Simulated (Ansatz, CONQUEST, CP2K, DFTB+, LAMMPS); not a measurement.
# Which run comes nearest? Liquid K(F,Br) at 1200 K (94 atoms)

Density of this cell: 1.95 g/cm³. The cell holds 94 atoms: 47 K, 18 F and 29 Br. Its edges and angles: a = 15.650 Å, b = 15.650 Å, c = 15.650 Å, α = 90.0°, β = 90.0°, γ = 90.0°. 94 atoms (47 K, 18 F, 29 Br) placed at random at 1.95 g/cm³, melted at 1800 K for 10 ps at fixed volume with the Lennard-Jones and Coulomb ion parameters for SPC/E (Joung and Cheatham, J. Phys. Chem. B 112, 9020 (2008)), full charges. Snapshot at the end of a hold of 20 ps at 1200 K and fixed volume.

Geometry: as built.

The reference, a calculation:

| Quantity | Value |
| --- | --- |
| method | Kohn-Sham DFT, PBE, PAW, plane waves (Ansatz 0.2.0); cutoff 420 eV, Γ point, fermi-dirac smearing of 0.05 eV; PAW set soft_2 |
| r.m.s. force component | 0.2821 eV/Å |
| longest force | 1.368 eV/Å |
| pressure | -0.4619 GPa |
| gap (highest filled to lowest empty level) | 3.075 eV |
| SCF cycles | 9 |
| time | 47 s on 4 threads of Intel Xeon Platinum 8259CL at 2.50GHz (Skylake/Cascade Lake), shared host |
| CPU time | 3 min |

**Question.** The same geometry is run in other programs. How far does each lie from the reference, and what does it cost?
- DFTB+ DFTB 3ob-3-1 (DFTB+ 25.1; 1 thread)
- DFTB+ IPEA1-xTB (DFTB+ 25.1; 1 thread)
- CP2K PBE, DZVP-MOLOPT-SR, 600/50 Ry, diagonalisation (CP2K 2026.2; 1 thread)
- CP2K PBE, DZVP-MOLOPT-SR, 600/50 Ry, OT DIIS (CP2K 2026.2; 1 thread)

Differences are against the plane-wave reference, forces as r.m.s. over components; share is that over the reference's r.m.s. force, slope the least-squares factor from reference forces to these. Total energies of different programs have different zeros and aren't compared.

| run | Δ force, r.m.s. (meV/Å) | share (%) | slope | Δ pressure (GPa) | Δ gap (eV) | cores | CPU time | memory (GiB) |
| --- | --- | --- | --- | --- | --- | --- | --- | --- |
| reference | - | - | - | - | - | 4 | 3 min | 4.8 |
| DFTB+ DFTB 3ob-3-1 | 1160 | 411 | 1.975 | 2.50 | -0.432 | 1 | 2.2 s | 0.2 |
| DFTB+ IPEA1-xTB | 357 | 127 | 0.634 | -2.72 | - | 1 | 21 s | 0.3 |
| CP2K PBE, DZVP-MOLOPT-SR, 600/50 Ry, diagonalisation | 63.5 | 22.5 | 1.086 | 0.0875 | -0.0353 | 1 | 14 min | 8.9 |
| CP2K PBE, DZVP-MOLOPT-SR, 600/50 Ry, OT DIIS | 63.5 | 22.5 | 1.086 | 0.0875 | -0.0353 | 1 | 21 min | 4.6 |

CPU time is summed over cores on a shared host, where runs went side by side, so it is rough. Symmetry, cutoffs, thresholds, outputs and thread counts weren't matched or tuned between programs; memory under MPI is the largest rank's times the ranks.

The PBE runs in local orbitals differ by 22 % in each run; basis, grid and potentials can all enter. Tight binding differs by 127 % (DFTB+ IPEA1-xTB) to 411 % (DFTB+ DFTB 3ob-3-1); it is another model, with fitted parameters of its own, and the xTB methods hold dispersion. IPEA1-xTB was fitted to ionisation energies and electron affinities, not to forces or charges. Of the electronic-structure runs that take under half the reference's CPU time, DFTB+ IPEA1-xTB comes nearest, at 127 % in 21 s against 3 min, too far off to be of use; its pressure misses by -2.7 GPa. Periodic xTB results under one method name differ between programs and library versions (DFTB+ here holds tblite 0.3). The network of bonds at the start is that of the classical potential that made the cell, and needn't be the one that DFT or experiment would give. The electronic-structure runs sample only Γ, in a cell whose shortest periodic width is 16 Å.

[Hosts, paths, dates, database ids (printed as entryN), source tags and the programs' standing remarks are cut or masked in the printed files.]
